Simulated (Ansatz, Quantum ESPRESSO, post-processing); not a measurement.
# Thickness dependence of 1T-MgI2, part 5 of 7

Wanted: polarisability and band edges of 1T-MgI2, layer by layer.

Quantum ESPRESSO 7.5; plane-wave DFT, PBEsol, GBRV ultrasoft pseudopotentials; geometry by Ansatz 0.2.0 with PAW datasets.

So far. Step 7 (Bands along a path, 1 layer: no field): Along this path the valence top lies at Γ and the conduction bottom at M. Step 13 (Potential by pp.x, 2 layers): The slope in the vacuum is 0.100 eV/Å for an applied 0.10 V/Å, as it should be.

### 14. Band structure, 2 layers: no field

The input, n2.f0.bands.in:

```
&control
  prefix = 'n2.f0.bands'
  outdir = './out'
  pseudo_dir = './pseudo'
  calculation = 'bands'
  tefield = .true.
  dipfield = .true.
/
&system
  ibrav = 0
  nat = 6
  ntyp = 2
  ecutwfc = 40
  ecutrho = 200
  occupations = 'smearing'
  smearing = 'fd'
  degauss = 0.004
  edir = 3
  emaxpos = 0.97
  eopreg = 0.04
  eamp = 0.0
  nbnd = 28
/
&electrons
  conv_thr = 1e-07
  mixing_beta = 0.4
  electron_maxstep = 120
  mixing_mode = 'local-TF'
/
ATOMIC_SPECIES
  I   126.9045  i_pbesol_v1.uspp.F.UPF
  Mg  24.3050  mg_pbesol_v1.4.uspp.F.UPF
CELL_PARAMETERS angstrom
  4.12846101089382 0.00000000000000 -0.00000000000000
  -2.06423050544691 3.57535211396763 -0.00000000000000
  -0.00000000000000 -0.00000000000000 25.48420717180000
ATOMIC_POSITIONS crystal
  I   0.666666666667 0.333333333333 0.299540297428
  Mg  -0.000000000000 -0.000000000000 0.365512090128
  I   0.333333333333 0.666666666667 0.431359286458
  I   0.666666666667 0.333333333333 0.568640729998
  Mg  0.000000000000 0.000000000000 0.634487877905
  I   0.333333333333 0.666666666667 0.700459718083
K_POINTS crystal_b
4
  0.0000000000 0.0000000000 0.0000000000 12
  0.5000000000 0.0000000000 0.0000000000 12
  0.3333333333 0.3333333333 0.0000000000 12
  0.0000000000 0.0000000000 0.0000000000 1
```

The run is started by

```
$ cp -r out/n2.f0.save out/n2.f0.bands.save
$ cp out/n2.f0.xml out/n2.f0.bands.xml
$ OMP_NUM_THREADS=1 mpirun -n 4 pw.x -nk 4 -in n2.f0.bands.in > n2.f0.bands.out
```

What it wrote:

```text
[banner, memory and clock lines left out]
Program PWSCF v.7.5 starts

          URL

     Presently no symmetry can be used with electric field

     Atomic positions and unit cell read from directory:
     ./out/n2.f0.bands.save/

     G-vector sticks info

     bravais-lattice index     =            0
     lattice parameter (alat)  =       7.8017  a.u.
     unit-cell volume          =    2538.4858 (a.u.)^3
     number of atoms/cell      =            6
     number of atomic types    =            2
     number of electrons       =        48.00
     number of Kohn-Sham states=           28
     kinetic-energy cutoff     =      40.0000  Ry
     charge density cutoff     =     200.0000  Ry
     Exchange-correlation= SLA  PW   PSX  PSC
                           (   1   4  10   8   0   0   0)

     celldm(1)=   7.801661  celldm(2)=   0.000000  celldm(3)=   0.000000
     celldm(4)=   0.000000  celldm(5)=   0.000000  celldm(6)=   0.000000

     crystal axes: (cart. coord. in units of alat)
               a(1) = (   1.000000   0.000000  -0.000000 )
               a(2) = (  -0.500000   0.866025  -0.000000 )
               a(3) = (  -0.000000  -0.000000   6.172810 )

     reciprocal axes: (cart. coord. in units 2 pi/alat)
               b(1) = (  1.000000  0.577350  0.000000 )
               b(2) = (  0.000000  1.154701  0.000000 )
               b(3) = (  0.000000  0.000000  0.162001 )

     PseudoPot. # 1 for I  read from file:
     ./pseudo/i_pbesol_v1.uspp.F.UPF
     Pseudo is Ultrasoft + core correction, Zval =  7.0
     Generated by new atomic code, or converted to UPF format
     Using radial grid of  893 points,  6 beta functions with:
                l(1) =   0
                l(2) =   0
                l(3) =   1
                l(4) =   1
                l(5) =   2
                l(6) =   2
     Q(r) pseudized with  8 coefficients,  rinner =    1.500   1.500   1.500
                                                       1.500   1.500

     PseudoPot. # 2 for Mg read from file:
     ./pseudo/mg_pbesol_v1.4.uspp.F.UPF
     Pseudo is Ultrasoft, Zval = 10.0
     Generated by new atomic code, or converted to UPF format
     Using radial grid of  821 points,  7 beta functions with:
                l(1) =   0
                l(2) =   0
                l(3) =   0
                l(4) =   1
                l(5) =   1
                l(6) =   2
                l(7) =   2
     Q(r) pseudized with  8 coefficients,  rinner =    1.200   1.200   1.200
                                                       1.200   1.200

     atomic species   valence    mass     pseudopotential
     I                 7.00   126.90450     I ( 1.00)
     Mg               10.00    24.30500     Mg( 1.00)

     No symmetry found

   Cartesian axes

     site n.     atom                  positions (alat units)
         1        I      tau(   1) = (   0.5000000   0.2886751   1.8490055  )
         2        Mg     tau(   2) = (   0.0000000  -0.0000000   2.2562368  )
         3        I      tau(   3) = (  -0.0000000   0.5773503   2.6626991  )
         4        I      tau(   4) = (   0.5000000   0.2886751   3.5101114  )
         5        Mg     tau(   5) = (   0.0000000   0.0000000   3.9165734  )
         6        I      tau(   6) = (  -0.0000000   0.5773503   4.3238051  )

     number of k points=    37  Fermi-Dirac smearing, width (Ry)=  0.0040
                       cart. coord. in units 2pi/alat
        k(    1) = (   0.0000000   0.0000000   0.0000000), wk =   0.0540541
        k(    2) = (   0.0416667   0.0240563   0.0000000), wk =   0.0540541
        k(    3) = (   0.0833333   0.0481125   0.0000000), wk =   0.0540541
        k(    4) = (   0.1250000   0.0721688   0.0000000), wk =   0.0540541
        k(    5) = (   0.1666667   0.0962250   0.0000000), wk =   0.0540541
        k(    6) = (   0.2083333   0.1202813   0.0000000), wk =   0.0540541
        k(    7) = (   0.2500000   0.1443376   0.0000000), wk =   0.0540541
        k(    8) = (   0.2916667   0.1683938   0.0000000), wk =   0.0540541
        k(    9) = (   0.3333333   0.1924501   0.0000000), wk =   0.0540541
        k(   10) = (   0.3750000   0.2165064   0.0000000), wk =   0.0540541
        k(   11) = (   0.4166667   0.2405626   0.0000000), wk =   0.0540541
        k(   12) = (   0.4583333   0.2646189   0.0000000), wk =   0.0540541
        k(   13) = (   0.5000000   0.2886751   0.0000000), wk =   0.0540541
        k(   14) = (   0.4861111   0.3127314   0.0000000), wk =   0.0540541
        k(   15) = (   0.4722222   0.3367877   0.0000000), wk =   0.0540541
        k(   16) = (   0.4583333   0.3608439   0.0000000), wk =   0.0540541
        k(   17) = (   0.4444444   0.3849002   0.0000000), wk =   0.0540541
        k(   18) = (   0.4305556   0.4089564   0.0000000), wk =   0.0540541
        k(   19) = (   0.4166667   0.4330127   0.0000000), wk =   0.0540541
        k(   20) = (   0.4027778   0.4570690   0.0000000), wk =   0.0540541
        k(   21) = (   0.3888889   0.4811252   0.0000000), wk =   0.0540541
        k(   22) = (   0.3750000   0.5051815   0.0000000), wk =   0.0540541
        k(   23) = (   0.3611111   0.5292377   0.0000000), wk =   0.0540541
        k(   24) = (   0.3472222   0.5532940   0.0000000), wk =   0.0540541
        k(   25) = (   0.3333333   0.5773503   0.0000000), wk =   0.0540541
        k(   26) = (   0.3055556   0.5292377   0.0000000), wk =   0.0540541
        k(   27) = (   0.2777778   0.4811252   0.0000000), wk =   0.0540541
        k(   28) = (   0.2500000   0.4330127   0.0000000), wk =   0.0540541
        k(   29) = (   0.2222222   0.3849002   0.0000000), wk =   0.0540541
        k(   30) = (   0.1944444   0.3367877   0.0000000), wk =   0.0540541
        k(   31) = (   0.1666667   0.2886751   0.0000000), wk =   0.0540541
        k(   32) = (   0.1388889   0.2405626   0.0000000), wk =   0.0540541
        k(   33) = (   0.1111111   0.1924501   0.0000000), wk =   0.0540541
        k(   34) = (   0.0833333   0.1443376   0.0000000), wk =   0.0540541
        k(   35) = (   0.0555556   0.0962250   0.0000000), wk =   0.0540541
        k(   36) = (   0.0277778   0.0481125   0.0000000), wk =   0.0540541
        k(   37) = (   0.0000000   0.0000000   0.0000000), wk =   0.0540541

     Dense  grid:   121459 G-vectors     FFT dimensions: (  36,  36, 225)

     Smooth grid:    86905 G-vectors     FFT dimensions: (  32,  32, 200)

     Check: negative core charge=   -0.000003

     The potential is recalculated from file :
     ./out/n2.f0.bands.save/charge-density

     negative rho (up, down):  8.459E-05 0.000E+00

     Adding external electric field

     Computed dipole along edir(3) :
[...]
-12.5405 -12.5023 -12.3820 -12.3552  -4.8639  -4.8182  -4.3169  -4.1171
    -2.8975  -2.5130  -2.4755  -2.3774  -2.0196  -1.9633  -1.7734  -1.6471
     2.3398   2.4021   3.8929   4.0142

          k = 0.4861 0.3127 0.0000 ( 10872 PWs)   bands (ev):

   -76.0112 -76.0108 -42.9663 -42.9659 -42.9655 -42.9651 -42.9633 -42.9628
   -12.5389 -12.5009 -12.3813 -12.3548  -4.8590  -4.8140  -4.3123  -4.1125
    -2.8968  -2.5419  -2.4735  -2.4100  -2.0224  -1.9526  -1.7831  -1.6659
     2.3654   2.4256   3.9177   4.0445

          k = 0.4722 0.3368 0.0000 ( 10858 PWs)   bands (ev):

   -76.0112 -76.0108 -42.9663 -42.9659 -42.9655 -42.9651 -42.9633 -42.9628
   -12.5341 -12.4968 -12.3794 -12.3536  -4.8444  -4.8014  -4.2986  -4.0987
    -2.8959  -2.6127  -2.4954  -2.4825  -2.0320  -1.9314  -1.8085  -1.7184
     2.4388   2.4917   3.9900   4.1324

          k = 0.4583 0.3608 0.0000 ( 10864 PWs)   bands (ev):

   -76.0112 -76.0108 -42.9663 -42.9659 -42.9656 -42.9651 -42.9633 -42.9628
   -12.5264 -12.4901 -12.3764 -12.3518  -4.8202  -4.7807  -4.2759  -4.0759
    -2.9009  -2.7151  -2.6098  -2.5103  -2.0494  -1.9238  -1.8402  -1.7873
     2.5508   2.5878   4.1046   4.2690

          k = 0.4444 0.3849 0.0000 ( 10872 PWs)   bands (ev):

   -76.0112 -76.0108 -42.9663 -42.9658 -42.9656 -42.9651 -42.9633 -42.9628
   -12.5159 -12.4811 -12.3726 -12.3496  -4.7867  -4.7523  -4.2446  -4.0444
    -2.9334  -2.8409  -2.7193  -2.5628  -2.0716  -1.9759  -1.8693  -1.8234
     2.6882   2.6952   4.2547   4.4410

          k = 0.4306 0.4090 0.0000 ( 10880 PWs)   bands (ev):

   -76.0112 -76.0108 -42.9663 -42.9658 -42.9656 -42.9652 -42.9633 -42.9628
   -12.5029 -12.4700 -12.3684 -12.3474  -4.7443  -4.7172  -4.2050  -4.0045
    -3.0322  -2.9813  -2.7790  -2.6438  -2.0907  -2.0820  -1.8924  -1.8220
     2.7939   2.8362   4.4294   4.6304

          k = 0.4167 0.4330 0.0000 ( 10862 PWs)   bands (ev):

   -76.0112 -76.0108 -42.9662 -42.9658 -42.9657 -42.9652 -42.9633 -42.9628
   -12.4878 -12.4573 -12.3641 -12.3456  -4.6937  -4.6764  -4.1579  -3.9569
    -3.1801  -3.1272  -2.8050  -2.7502  -2.1944  -2.1018  -1.9106  -1.8156
     2.8685   2.9813   4.5918   4.8032

          k = 0.4028 0.4571 0.0000 ( 10890 PWs)   bands (ev):

   -76.0112 -76.0108 -42.9662 -42.9658 -42.9657 -42.9653 -42.9633 -42.9628
   -12.4711 -12.4434 -12.3603 -12.3448  -4.6360  -4.6319  -4.1046  -3.9025
    -3.3408  -3.2701  -2.8731  -2.8382  -2.2859  -2.1068  -1.9249  -1.8123
     2.9130   3.1128   4.6944   4.8902

          k = 0.3889 0.4811 0.0000 ( 10894 PWs)   bands (ev):

   -76.0112 -76.0108 -42.9662 -42.9658 -42.9657 -42.9653 -42.9633 -42.9628
   -12.4532 -12.4290 -12.3575 -12.3456  -4.5862  -4.5730  -4.0468  -3.8432
    -3.4979  -3.4016  -3.0017  -2.8980  -2.3379  -2.1121  -1.9335  -1.8140
     2.9305   3.2234   4.7545   4.8692

          k = 0.3750 0.5052 0.0000 ( 10912 PWs)   bands (ev):

   -76.0112 -76.0108 -42.9661 -42.9658 -42.9657 -42.9654 -42.9633 -42.9628
   -12.4349 -12.4146 -12.3564 -12.3483  -4.5433  -4.5077  -3.9880  -3.7820
    -3.6412  -3.5134  -3.1253  -2.9819  -2.3481  -2.1252  -1.9332  -1.8212
     2.9296   3.3084   4.7913   4.8119

          k = 0.3611 0.5292 0.0000 ( 10912 PWs)   bands (ev):

   -76.0112 -76.0108 -42.9661 -42.9659 -42.9656 -42.9655 -42.9632 -42.9628
   -12.4170 -12.4012 -12.3575 -12.3534  -4.5083  -4.4463  -3.9341  -3.7654
    -3.7200  -3.5971  -3.2320  -3.0708  -2.3276  -2.1511  -1.9221  -1.8344
     2.9197   3.3655   4.7680   4.8079

          k = 0.3472 0.5533 0.0000 ( 10888 PWs)   bands (ev):

   -76.0112 -76.0108 -42.9661 -42.9660 -42.9656 -42.9655 -42.9632 -42.9628
   -12.4005 -12.3906 -12.3609 -12.3601  -4.4862  -4.3996  -3.8941  -3.8469
    -3.6778  -3.6466  -3.3073  -3.1405  -2.2884  -2.1897  -1.9024  -1.8534
     2.9092   3.3959   4.7553   4.8027

          k = 0.3333 0.5774 0.0000 ( 10860 PWs)   bands (ev):

   -76.0112 -76.0108 -42.9660 -42.9660 -42.9656 -42.9656 -42.9632 -42.9628
   -12.3891 -12.3889 -12.3643 -12.3637  -4.4793  -4.3820  -3.8780  -3.8780
    -3.6620  -3.6618  -3.3346  -3.1674  -2.2386  -2.2385  -1.8777  -1.8776
     2.9047   3.4043   4.7761   4.7763

          k = 0.3056 0.5292 0.0000 ( 10904 PWs)   bands (ev):

   -76.0112 -76.0108 -42.9661 -42.9659 -42.9656 -42.9655 -42.9632 -42.9628
   -12.4229 -12.4057 -12.3557 -12.3502  -4.4932  -4.4285  -3.9200  -3.8029
    -3.6968  -3.5987  -3.2435  -3.0739  -2.3547  -2.1321  -1.9308  -1.8240
     2.9288   3.3872   4.6791   4.8891

          k = 0.2778 0.4811 0.0000 ( 10880 PWs)   bands (ev):

   -76.0112 -76.0108 -42.9661 -42.9658 -42.9657 -42.9654 -42.9633 -42.9628
   -12.4824 -12.4531 -12.3549 -12.3369  -4.4946  -4.4799  -3.9768  -3.8093
    -3.5580  -3.4594  -3.0504  -2.8749  -2.4664  -2.0985  -1.9157  -1.7776
     3.0066   3.3696   4.5740   4.9888

          k = 0.2500 0.4330 0.0000 ( 10856 PWs)   bands (ev):

   -76.0112 -76.0108 -42.9661 -42.9657 -42.9657 -42.9653 -42.9633 -42.9628
   -12.5615 -12.5206 -12.3692 -12.3376  -4.4748  -4.4492  -3.9763  -3.8119
    -3.3350  -3.3261  -2.8300  -2.6403  -2.5129  -2.1534  -1.8083  -1.7474
     3.1320   3.3764   4.5087   4.9416

          k = 0.2222 0.3849 0.0000 ( 10866 PWs)   bands (ev):

   -76.0112 -76.0108 -42.9661 -42.9656 -42.9656 -42.9652 -42.9633 -42.9628
   -12.6562 -12.6046 -12.3992 -12.3538  -4.4084  -4.3616  -3.8969  -3.7349
    -3.2584  -3.1208  -2.6228  -2.4177  -2.4045  -2.1786  -1.7356  -1.6952
     3.2863   3.4087   4.5050   4.8508

          k = 0.1944 0.3368 0.0000 ( 10836 PWs)   bands (ev):

   -76.0112 -76.0108 -42.9660 -42.9655 -42.9655 -42.9651 -42.9633 -42.9629
   -12.7611 -12.6999 -12.4425 -12.3840  -4.3003  -4.2741  -3.7327  -3.5722
    -3.2139  -2.9452  -2.4236  -2.2303  -2.2158  -2.0726  -1.7366  -1.5981
     3.4467   3.4612   4.5654   4.7833

          k = 0.1667 0.2887 0.0000 ( 10816 PWs)   bands (ev):

   -76.0112 -76.0108 -42.9659 -42.9655 -42.9654 -42.9650 -42.9633 -42.9629
   -12.8692 -12.8000 -12.4953 -12.4249  -4.2470  -4.1868  -3.4856  -3.3286
    -3.0855  -2.7949  -2.2291  -2.0908  -2.0031  -1.8637  -1.7301  -1.5224
     3.5301   3.5917   4.6779   4.7364

          k = 0.1389 0.2406 0.0000 ( 10826 PWs)   bands (ev):

   -76.0113 -76.0108 -42.9657 -42.9654 -42.9653 -42.9649 -42.9634 -42.9629
   -12.9737 -12.8980 -12.5521 -12.4714  -4.2931  -4.1078  -3.1740  -3.0170
    -2.8333  -2.6083  -2.0776  -1.9286  -1.8372  -1.6641  -1.6627  -1.4661
     3.6060   3.6839   4.5987   4.6913

          k = 0.1111 0.1925 0.0000 ( 10816 PWs)   bands (ev):

   -76.0113 -76.0108 -42.9656 -42.9653 -42.9651 -42.9649 -42.9634 -42.9630
   -13.0682 -12.9874 -12.6076 -12.5184  -4.3759  -4.0800  -2.8365  -2.6580
    -2.4891  -2.3479  -1.9955  -1.7725  -1.7117  -1.5291  -1.5064  -1.4131
     3.6203   3.6512   4.4958   4.6459

          k = 0.0833 0.1443 0.0000 ( 10810 PWs)   bands (ev):

   -76.0113 -76.0108 -42.9654 -42.9653 -42.9650 -42.9648 -42.9634 -42.9630
   -13.1474 -13.0628 -12.6565 -12.5608  -4.4619  -4.0892  -2.5400  -2.2814
    -2.1086  -2.0358  -1.9144  -1.6468  -1.5889  -1.4326  -1.4003  -1.3250
     3.3626   3.5959   4.3557   4.3815

          k = 0.0556 0.0962 0.0000 ( 10795 PWs)   bands (ev):

   -76.0113 -76.0108 -42.9653 -42.9653 -42.9649 -42.9648 -42.9635 -42.9630
   -13.2069 -13.1198 -12.6946 -12.5943  -4.5323  -4.1123  -2.3724  -1.9298
    -1.7835  -1.7386  -1.7361  -1.5630  -1.4601  -1.3843  -1.3085  -1.2454
     3.0350   3.4262   3.9818   4.0201

          k = 0.0278 0.0481 0.0000 ( 10809 PWs)   bands (ev):

   -76.0113 -76.0108 -42.9653 -42.9652 -42.9648 -42.9648 -42.9635 -42.9630
   -13.2438 -13.1552 -12.7188 -12.6157  -4.5774  -4.1322  -2.3187  -1.6621
    -1.5799  -1.5695  -1.5639  -1.5109  -1.3059  -1.2916  -1.2612  -1.2072
     2.7616   3.2400   3.6932   3.7312

          k = 0.0000 0.0000 0.0000 ( 10807 PWs)   bands (ev):

   -76.0113 -76.0108 -42.9652 -42.9652 -42.9648 -42.9648 -42.9635 -42.9630
   -13.2563 -13.1672 -12.7270 -12.6231  -4.5929  -4.1398  -2.3083  -1.5504
    -1.5402  -1.5402  -1.4810  -1.4810  -1.2521  -1.2521  -1.2014  -1.2014
     2.6528   3.1597   3.5834   3.6201

     XML data file, pseudopotentials, collected wavefunctions

                                        0.00s GPU  (     448 calls)
[key lines of the parts left out:]
Dipole field         -0.0000 Ry au,
```

It took 47 s on 4 MPI ranks of Arm Neoverse V1, shared host; peak memory 0.49 GiB; 3.1 min of CPU time.

Read from the output:

```
dipole along the normal              : -6.25e-5 e·Å
valence top, on the run's zero       : -1.201 eV
conduction bottom, on the run's zero : 2.340 eV
gap by band count                    : 3.541 eV
```

Band numbers count within the set of bands kept for display. The electronic bands at the labelled points (eV, zero at the highest filled level of the SCF mesh; v1 is the highest filled band, c1 the lowest empty one):

```csv
point,v4,v3,v2,v1,c1,c2,c3,c4
Γ,-0.05,-0.05,0.00,0.00,3.85,4.36,4.78,4.82
halfway,-0.75,-0.36,-0.30,-0.20,4.35,4.57,5.36,5.56
M,-0.82,-0.76,-0.57,-0.45,3.54,3.60,5.09,5.22
halfway,-0.99,-0.90,-0.71,-0.61,4.07,4.18,5.79,6.00
K,-1.04,-1.04,-0.68,-0.68,4.11,4.61,5.98,5.98
halfway,-0.80,-0.66,-0.53,-0.32,4.73,4.79,5.88,5.94
Γ,-0.05,-0.05,0.00,0.00,3.85,4.36,4.78,4.82
```

Along this path the valence top lies at Γ and the conduction bottom at M.

### 15. Polarisability from the dipole between 0 and 0.1 V/A, 2 layers

This step gave:

```
polarisability a cell      : 12.24 Å³
sheet polarisability 4πα/A : 10.42 Å
```

The change of the potential energy, second field less first by z:

z (Å), change of the potential energy, second field less first (eV) and a bar from the least value:
```
      0.0     -0.380 #######
      0.5     -0.706 
      1.0     -0.656 #
      1.5     -0.606 ##
      2.0     -0.556 ###
      2.5     -0.506 ####
      3.0     -0.456 ######
      3.5     -0.406 #######
      4.0     -0.357 ########
      4.5     -0.307 #########
      5.0     -0.258 ##########
      5.5     -0.211 ###########
      6.0     -0.169 ############
      6.5     -0.138 #############
      7.0     -0.122 #############
      7.5     -0.115 #############
      8.0     -0.112 #############
      8.5     -0.108 #############
      9.0     -0.098 #############
      9.5     -0.081 ##############
     10.0     -0.069 ##############
     10.5     -0.064 ##############
     11.0     -0.061 ##############
     11.5     -0.055 ##############
     12.0     -0.042 ###############
     12.5     -0.018 ###############
     13.0      0.012 ################
     13.5      0.036 ################
     14.0      0.048 #################
     14.5      0.054 #################
     15.0      0.057 #################
     15.5      0.062 #################
     16.0      0.075 #################
     16.5      0.091 ##################
     17.0      0.101 ##################
     17.5      0.105 ##################
     18.0      0.108 ##################
     18.5      0.115 ##################
     19.0      0.132 ###################
     19.5      0.164 ###################
     20.0      0.206 ####################
     20.5      0.253 #####################
     21.0      0.303 ######################
     21.5      0.352 #######################
     22.0      0.402 ########################
     22.5      0.452 ##########################
     23.0      0.502 ###########################
     23.5      0.552 ############################
     24.0      0.602 #############################
     24.5      0.652 ##############################
     25.0      0.288 ######################
```

(Part 5 of 7 ends here.)

[Logs are printed without paths, hosts, clocks, repeated set-up lines and the standing remarks that a program may print on its own settings, such as how far it seeks lower states.]

[Hosts, paths, dates, database ids (printed as entryN), source tags and the programs' standing remarks are cut or masked in the printed files.]

[Maps of the electrostatic potential energy from Ansatz leave out the sawtooth potential of an applied field or a dipole correction, so their vacuum need not be flat; planar profiles and work functions include it.]
